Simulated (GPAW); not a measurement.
# TiSi2 (Zhiqinite): optical spectrum from first principles, part 2 of 2

Aim: the dielectric function of TiSi2 (Zhiqinite), and the optical constants that follow from it. The cell comes from an older database entry, whose edges can differ from later determinations, mostly by under a per cent.

GPAW 26.7.0; DFT, PBE, plane-wave PAW (GPAW data sets), scalar-relativistic, RPA, optical limit.

So far. Step 2 (Ground state): There are states at the Fermi level within the smearing, so the occupations stay smeared and the carriers get a Drude term.

The database entry behind the starting cell is an old determination (1939), so it need not match the best structure at ambient conditions.

### Step 4. Dielectric function, RPA

Local fields let the induced charge screen the field inside the cell, which as a rule lowers ε, most along directions where the density is uneven.

This step: DFT, PBE, plane-wave PAW (GPAW data sets), scalar-relativistic, RPA, optical limit (GPAW 26.7.0).

Contents of df.py:

```python
from gpaw.response.df import DielectricFunction

df = DielectricFunction('full.gpw', frequencies={'type': 'nonlinear', 'domega0': 0.03, 'omega2': 8},
                        ecut=80,
                        eta=0.1,
                        nbands=54,
                        rate=0.05,
                        txt='df.txt')
for direction in ['x', 'y', 'z']:
    df.get_dielectric_function(xc='RPA', direction=direction, filename=f'df_{direction}.csv')
```

Launch:

```console
$ OMP_NUM_THREADS=1 python df.py
```

Numbers of over 12 decimals in the logs are rounded to 6 here.

What it wrote:

```text
Using integrator: PointIntegrator
NonLinearFrequencyDescriptor(from 0.000 to 77.231 eV, 516 points)
Nonperiodic BCs:  [False False False]
Using integrator: PointIntegrator
NonLinearFrequencyDescriptor(from 0.000 to 77.231 eV, 516 points)
Nonperiodic BCs:  [False False False]
Using integrator: PointIntegrator

Calculating chi0 body with:
    Ground state adapter containing:
    Number of spins: 1
    Number of kpoints: 1000
    Number of irreducible kpoints: 171
    Number of completely occupied states: 17
    Number of partially occupied states: 22

    Linear response parametrization:
    q_c: [0.0, 0.0, 0.0]
    Number of frequency points: 516
    Planewave cutoff: 80.0
    Number of bands: 54
    Number of planewaves: 135
    Broadening (eta): 0.1

Integrating chi0 body.

Symmetries of q_c:
    Direct symmetries (Uq -> q): 4
    Indirect symmetries (TUq -> q): 4
In total 8 allowed symmetries.

171 groups of equivalent kpoints. 82.900000% reduction.

Integral kind: spectral function

Calculating chi0 optical extensions with:
    Ground state adapter containing:
    Number of spins: 1
    Number of kpoints: 1000
    Number of irreducible kpoints: 171
    Number of completely occupied states: 17
    Number of partially occupied states: 22

    Linear response parametrization:
    Number of frequency points: 516
    Planewave cutoff: 80.0
    Number of bands: 54
    Number of planewaves: 135
    Broadening (eta): 0.1
Integrating chi0 head and wings.

Symmetries of q_c:
    Direct symmetries (Uq -> q): 4
    Indirect symmetries (TUq -> q): 4
In total 8 allowed symmetries.

171 groups of equivalent kpoints. 82.900000% reduction.

Integral kind: spectral function wings

Calculating drude chi0 with:
    Number of frequency points:516
    Plasma frequency decay rate: 0.05 eV

    Ground state adapter containing:
    Number of spins: 1
    Number of kpoints: 1000
    Number of irreducible kpoints: 171
    Number of completely occupied states: 17
    Number of partially occupied states: 22

Symmetries of q_c:
    Direct symmetries (Uq -> q): 4
    Indirect symmetries (TUq -> q): 4
In total 8 allowed symmetries.

171 groups of equivalent kpoints. 82.900000% reduction.

Integral kind: intraband
Plasma frequency:
[[4.63+0.j 0.  -0.j 0.  -0.j]
 [0.  -0.j 5.01+0.j 0.  +0.j]
 [0.  -0.j 0.  +0.j 3.58-0.j]]
```

Wall time 2.9 min (1 thread of Arm Neoverse V2, shared host); peak memory 0.73 GiB.

Read-outs, printed or worked out from the files:

| Quantity | Value |
| --- | --- |
| centre of weight of the strongest loss peak in the window | 19.28 eV |

Sum at mesh points, not converged in k. Im ε against photon energy; read off at these points:

| photon energy (eV) | E ∥ x | E ∥ y | E ∥ z |
| --- | --- | --- | --- |
| 0.50 | 31.2 | 48.4 | 33.7 |
| 1.00 | 15.7 | 27.8 | 26.5 |
| 1.21 | 22.7 | 24.8 | 22.8 |
| 1.50 | 20.9 | 16.9 | 21.7 |
| 1.59 | 21.9 | 16.3 | 20.3 |
| 2.00 | 17.0 | 20.3 | 17.9 |
| 2.21 | 16.9 | 22.1 | 17.6 |
| 2.50 | 15.2 | 17.7 | 15.7 |
| 2.90 | 20.6 | 16.6 | 18.2 |
| 3.00 | 20.2 | 16.6 | 18.5 |
| 3.50 | 17.2 | 13.3 | 22.6 |
| 4.00 | 18.6 | 14.6 | 24.3 |
| 4.50 | 19.1 | 18.9 | 19.3 |
| 4.79 | 20.4 | 20.7 | 19.7 |
| 5.00 | 21.1 | 19.7 | 19.0 |
| 5.50 | 18.7 | 17.5 | 14.8 |
| 6.00 | 14.1 | 14.0 | 12.5 |
| 6.50 | 9.19 | 9.88 | 10.2 |
| 7.00 | 6.65 | 6.33 | 6.30 |
| 7.50 | 4.88 | 4.47 | 4.58 |
| 8.00 | 3.39 | 3.61 | 3.30 |
| 8.50 | 2.46 | 2.57 | 2.49 |
| 9.00 | 2.14 | 2.07 | 1.94 |
| 9.50 | 1.76 | 1.64 | 1.58 |
| 10.00 | 1.25 | 1.28 | 1.24 |
| 10.50 | 0.961 | 1.15 | 1.15 |
| 11.00 | 0.821 | 0.936 | 0.937 |
| 11.50 | 0.720 | 0.868 | 0.846 |
| 12.00 | 0.570 | 0.660 | 0.674 |
| 12.50 | 0.456 | 0.530 | 0.579 |
| 13.00 | 0.429 | 0.515 | 0.501 |
| 13.50 | 0.352 | 0.436 | 0.449 |
| 14.00 | 0.301 | 0.391 | 0.375 |
| 14.50 | 0.282 | 0.334 | 0.329 |
| 15.00 | 0.262 | 0.288 | 0.280 |
| 15.50 | 0.221 | 0.240 | 0.224 |
| 16.00 | 0.190 | 0.213 | 0.194 |
| 16.50 | 0.168 | 0.179 | 0.173 |
| 17.00 | 0.153 | 0.165 | 0.162 |
| 17.50 | 0.131 | 0.145 | 0.150 |
| 18.00 | 0.119 | 0.136 | 0.138 |
| 18.50 | 0.109 | 0.129 | 0.115 |
| 19.00 | 0.101 | 0.113 | 0.110 |
| 19.50 | 0.0942 | 0.108 | 0.0963 |
| 20.00 | 0.0840 | 0.111 | 0.0882 |
| 20.50 | 0.0843 | 0.102 | 0.0846 |
| 21.00 | 0.0745 | 0.0934 | 0.0776 |
| 21.50 | 0.0743 | 0.0836 | 0.0671 |
| 22.00 | 0.0676 | 0.0764 | 0.0591 |
| 22.50 | 0.0576 | 0.0689 | 0.0505 |
| 23.00 | 0.0464 | 0.0630 | 0.0415 |
| 23.50 | 0.0419 | 0.0521 | 0.0347 |
| 24.00 | 0.0438 | 0.0358 | 0.0274 |
| 24.50 | 0.0390 | 0.0277 | 0.0276 |

Values under 1 per cm are given as 1; sum at mesh points, not converged in k. The absorption coefficient by photon energy:

| photon energy (eV) | E ∥ x (1/cm) | E ∥ y (1/cm) | E ∥ z (1/cm) |
| --- | --- | --- | --- |
| 1.01 | 2.2e5 | 4.4e5 | 3.0e5 |
| 1.99 | 4.7e5 | 5.2e5 | 4.6e5 |
| 3.02 | 8.0e5 | 7.9e5 | 6.9e5 |
| 3.98 | 1.1e6 | 9.1e5 | 1.3e6 |
| 4.98 | 1.7e6 | 1.7e6 | 1.7e6 |
| 6.02 | 2.2e6 | 2.2e6 | 2.0e6 |
| 6.99 | 2.1e6 | 2.2e6 | 2.2e6 |
| 8.03 | 2.1e6 | 2.1e6 | 2.1e6 |
| 9.02 | 2.0e6 | 2.0e6 | 1.9e6 |
| 10.03 | 1.9e6 | 1.9e6 | 1.8e6 |
| 11.03 | 1.8e6 | 1.8e6 | 1.7e6 |
| 12.02 | 1.7e6 | 1.7e6 | 1.7e6 |
| 13.00 | 1.6e6 | 1.6e6 | 1.6e6 |
| 14.04 | 1.5e6 | 1.5e6 | 1.5e6 |
| 14.96 | 1.3e6 | 1.4e6 | 1.4e6 |
| 16.03 | 1.2e6 | 1.2e6 | 1.2e6 |
| 16.96 | 1.0e6 | 1.0e6 | 1.0e6 |
| 18.05 | 7.7e5 | 7.8e5 | 7.8e5 |
| 18.97 | 5.0e5 | 5.3e5 | 5.1e5 |
| 20.06 | 2.6e5 | 3.3e5 | 2.7e5 |
| 20.95 | 1.9e5 | 2.4e5 | 2.0e5 |
| 22.02 | 1.5e5 | 1.7e5 | 1.3e5 |
| 23.01 | 94020 | 1.3e5 | 83483 |
| 24.04 | 85112 | 69215 | 51580 |

Sum at mesh points, not converged in k. Table of Im ε, E ∥ x by photon energy; read off at these points:

| photon energy (eV) | without local fields | with local fields |
| --- | --- | --- |
| 0.50 | 31.2 | 31.2 |
| 1.00 | 15.9 | 15.7 |
| 1.21 | 23.1 | 22.7 |
| 1.50 | 21.2 | 20.9 |
| 1.59 | 22.3 | 21.9 |
| 2.00 | 17.2 | 17.0 |
| 2.50 | 15.5 | 15.2 |
| 2.90 | 21.3 | 20.6 |
| 3.00 | 20.9 | 20.2 |
| 3.50 | 17.9 | 17.2 |
| 4.00 | 19.5 | 18.6 |
| 4.50 | 19.9 | 19.1 |
| 4.93 | 21.7 | 21.1 |
| 5.00 | 21.6 | 21.1 |
| 5.50 | 18.9 | 18.7 |
| 6.00 | 14.2 | 14.1 |
| 6.50 | 9.05 | 9.19 |
| 7.00 | 6.70 | 6.65 |
| 7.50 | 4.81 | 4.88 |
| 8.00 | 3.27 | 3.39 |
| 8.50 | 2.39 | 2.46 |
| 9.00 | 2.05 | 2.14 |
| 9.50 | 1.57 | 1.76 |
| 10.00 | 1.12 | 1.25 |
| 10.50 | 0.863 | 0.961 |
| 11.00 | 0.730 | 0.821 |
| 11.50 | 0.618 | 0.720 |
| 12.00 | 0.477 | 0.570 |
| 12.50 | 0.390 | 0.456 |
| 13.00 | 0.363 | 0.429 |
| 13.50 | 0.290 | 0.352 |
| 14.00 | 0.245 | 0.301 |
| 14.50 | 0.229 | 0.282 |
| 15.00 | 0.205 | 0.262 |
| 15.50 | 0.171 | 0.221 |
| 16.00 | 0.149 | 0.190 |
| 16.50 | 0.137 | 0.168 |
| 17.00 | 0.124 | 0.153 |
| 17.50 | 0.0999 | 0.131 |
| 18.00 | 0.0927 | 0.119 |
| 18.50 | 0.0801 | 0.109 |
| 19.00 | 0.0762 | 0.101 |
| 19.50 | 0.0724 | 0.0942 |
| 20.00 | 0.0695 | 0.0840 |
| 20.50 | 0.0636 | 0.0843 |
| 21.00 | 0.0529 | 0.0745 |
| 21.50 | 0.0457 | 0.0743 |
| 22.00 | 0.0407 | 0.0676 |
| 22.50 | 0.0334 | 0.0576 |
| 23.00 | 0.0281 | 0.0464 |
| 23.50 | 0.0229 | 0.0419 |
| 24.00 | 0.0219 | 0.0438 |
| 24.50 | 0.0230 | 0.0390 |

Sum at mesh points, not converged in k. The reflectivity at normal incidence by photon energy; read off at these points:

| photon energy (eV) | E ∥ x (%) | E ∥ y (%) | E ∥ z (%) |
| --- | --- | --- | --- |
| 1.0 | 44.4 | 64.6 | 53.8 |
| 1.2 | 51.1 | 58.7 | 51.2 |
| 2.0 | 46.0 | 49.4 | 46.7 |
| 3.0 | 49.3 | 47.3 | 47.3 |
| 4.0 | 48.6 | 43.7 | 55.7 |
| 5.0 | 55.5 | 55.1 | 57.0 |
| 6.0 | 64.6 | 63.6 | 61.4 |
| 7.0 | 67.5 | 69.6 | 70.8 |
| 8.0 | 73.5 | 70.6 | 72.6 |
| 8.3 | 74.2 | 72.9 | 74.0 |
| 9.0 | 72.1 | 72.7 | 72.3 |
| 10.0 | 75.7 | 73.1 | 72.9 |
| 11.0 | 76.2 | 72.2 | 71.1 |
| 12.0 | 77.0 | 73.9 | 72.2 |
| 12.2 | 77.7 | 74.4 | 71.4 |
| 12.3 | 78.1 | 74.4 | 71.4 |
| 13.0 | 75.4 | 71.2 | 71.7 |
| 14.0 | 75.8 | 70.2 | 71.3 |
| 15.0 | 71.4 | 70.3 | 70.6 |
| 16.0 | 71.4 | 69.0 | 71.0 |
| 17.0 | 67.9 | 66.0 | 65.5 |
| 18.0 | 62.7 | 59.0 | 58.3 |
| 19.0 | 46.8 | 45.5 | 45.1 |
| 20.0 | 27.5 | 25.7 | 26.9 |
| 21.0 | 16.3 | 16.7 | 16.2 |
| 22.0 | 10.8 | 11.0 | 10.7 |
| 23.0 | 7.47 | 7.77 | 7.24 |
| 24.0 | 5.19 | 5.65 | 5.00 |

Sum at mesh points, not converged in k. Loss function −Im 1/ε at q → 0 against energy loss; read off at these points:

| energy loss (eV) | E ∥ x | E ∥ y | E ∥ z |
| --- | --- | --- | --- |
| 0.50 | 0.00767 | 0.00751 | 0.0257 |
| 1.00 | 0.0503 | 0.0331 | 0.0320 |
| 1.50 | 0.0379 | 0.0578 | 0.0371 |
| 2.00 | 0.0476 | 0.0423 | 0.0426 |
| 2.50 | 0.0443 | 0.0539 | 0.0436 |
| 3.00 | 0.0428 | 0.0574 | 0.0389 |
| 3.50 | 0.0528 | 0.0661 | 0.0395 |
| 4.00 | 0.0497 | 0.0600 | 0.0408 |
| 4.50 | 0.0513 | 0.0502 | 0.0519 |
| 5.00 | 0.0472 | 0.0504 | 0.0506 |
| 5.50 | 0.0476 | 0.0527 | 0.0556 |
| 6.00 | 0.0487 | 0.0507 | 0.0583 |
| 6.50 | 0.0482 | 0.0501 | 0.0578 |
| 7.00 | 0.0622 | 0.0574 | 0.0542 |
| 7.50 | 0.0626 | 0.0626 | 0.0629 |
| 8.00 | 0.0618 | 0.0709 | 0.0662 |
| 8.50 | 0.0716 | 0.0753 | 0.0795 |
| 9.00 | 0.0847 | 0.0831 | 0.0876 |
| 9.50 | 0.0856 | 0.0927 | 0.0958 |
| 10.00 | 0.0893 | 0.105 | 0.109 |
| 10.50 | 0.0969 | 0.123 | 0.126 |
| 11.00 | 0.111 | 0.135 | 0.145 |
| 11.50 | 0.132 | 0.159 | 0.161 |
| 12.00 | 0.133 | 0.152 | 0.168 |
| 12.50 | 0.155 | 0.177 | 0.193 |
| 13.00 | 0.188 | 0.223 | 0.220 |
| 13.50 | 0.217 | 0.268 | 0.275 |
| 14.00 | 0.248 | 0.304 | 0.292 |
| 14.50 | 0.331 | 0.346 | 0.358 |
| 15.00 | 0.418 | 0.412 | 0.416 |
| 15.50 | 0.470 | 0.492 | 0.479 |
| 16.00 | 0.621 | 0.658 | 0.625 |
| 16.50 | 0.827 | 0.832 | 0.904 |
| 17.00 | 1.16 | 1.22 | 1.32 |
| 17.50 | 1.74 | 1.78 | 1.82 |
| 18.00 | 2.87 | 2.98 | 3.08 |
| 18.50 | 5.54 | 5.09 | 5.14 |
| 19.00 | 9.31 | 8.26 | 8.62 |
| 19.21 | 9.85 | 9.31 | 9.55 |
| 19.33 | 9.82 | 9.23 | 9.78 |
| 19.50 | 9.65 | 8.11 | 9.40 |
| 20.00 | 5.96 | 5.61 | 5.80 |
| 20.50 | 3.25 | 3.80 | 3.33 |
| 21.00 | 2.03 | 2.49 | 2.08 |
| 21.50 | 1.33 | 1.64 | 1.31 |
| 22.00 | 0.983 | 1.12 | 0.856 |
| 22.50 | 0.667 | 0.797 | 0.567 |
| 23.00 | 0.429 | 0.600 | 0.371 |
| 23.50 | 0.315 | 0.434 | 0.256 |
| 24.00 | 0.276 | 0.246 | 0.168 |
| 24.50 | 0.222 | 0.160 | 0.145 |

At chosen wavelengths:

| wavelength (nm) | n x | k x | R (%) x | 1/α x | n y | k y | R (%) y | 1/α y |
| --- | --- | --- | --- | --- | --- | --- | --- | --- |
| 1550 | 2.27 | 3.510 | 60.5 | 35 nm | 3.24 | 5.169 | 71.0 | 24 nm |
| 800 | 4.15 | 2.592 | 50.1 | 25 nm | 3.23 | 2.558 | 47.1 | 25 nm |
| 405 | 3.80 | 2.658 | 49.5 | 12 nm | 3.16 | 2.571 | 47.2 | 13 nm |
| 365 | 3.47 | 2.569 | 47.8 | 11 nm | 2.95 | 2.225 | 42.6 | 13 nm |
| 308 | 3.53 | 2.655 | 48.8 | 9.2 nm | 3.26 | 2.234 | 43.7 | 11 nm |
| 248 | 3.18 | 3.328 | 55.4 | 5.9 nm | 3.01 | 3.272 | 55.1 | 6.0 nm |
| 193 | 1.41 | 3.523 | 69.1 | 4.4 nm | 1.53 | 3.481 | 66.9 | 4.4 nm |

A polished face would reflect 47 % of daylight and look light grey (CIE x = 0.316, y = 0.330 under D65).

### Step 5. Results

| Property | Result |
| --- | --- |
| centre of weight of the strongest loss peak in the window, first axis | 19.3 eV |

**Reading.** At this level (PBE, RPA) TiSi2 is a metal. The mesh is too coarse to trust the carriers' weight, the reflectivity or the colour to better than tens of per cent. A polished face would reflect 47 % of daylight and look light grey (CIE x = 0.316, y = 0.330 under D65). The carriers' damping of 0.05 eV is typed, not computed; it shapes the response at the lowest energies. The curves end at 25 eV, about where the summed bands run out. In this version of GPAW the matrix elements of the optical limit are incomplete, which can lower ε − 1 by up to a tenth where first-row anions or d states rule, and shift it by more in d metals. GPAW's carrier term has the form −ωp²/(ω + i·rate)², which damps like twice the rate and fails at low energy, so the curves leave the lowest energies out. The sum runs over mesh points 0.17 Å⁻¹ apart with no interpolation, so peaks are partly noise of the mesh, and the Drude plasma energy, a sum over the Fermi surface, isn't converged.

[Machine, clock and banner lines and Python warnings are left out of the logs.]

[Logs are printed without paths, hosts, clocks, repeated set-up lines and the standing remarks that a program may print on its own settings, such as how far it seeks lower states.]

[Hosts, paths, dates, database ids (printed as entryN), source tags and the programs' standing remarks are cut or masked in the printed files.]
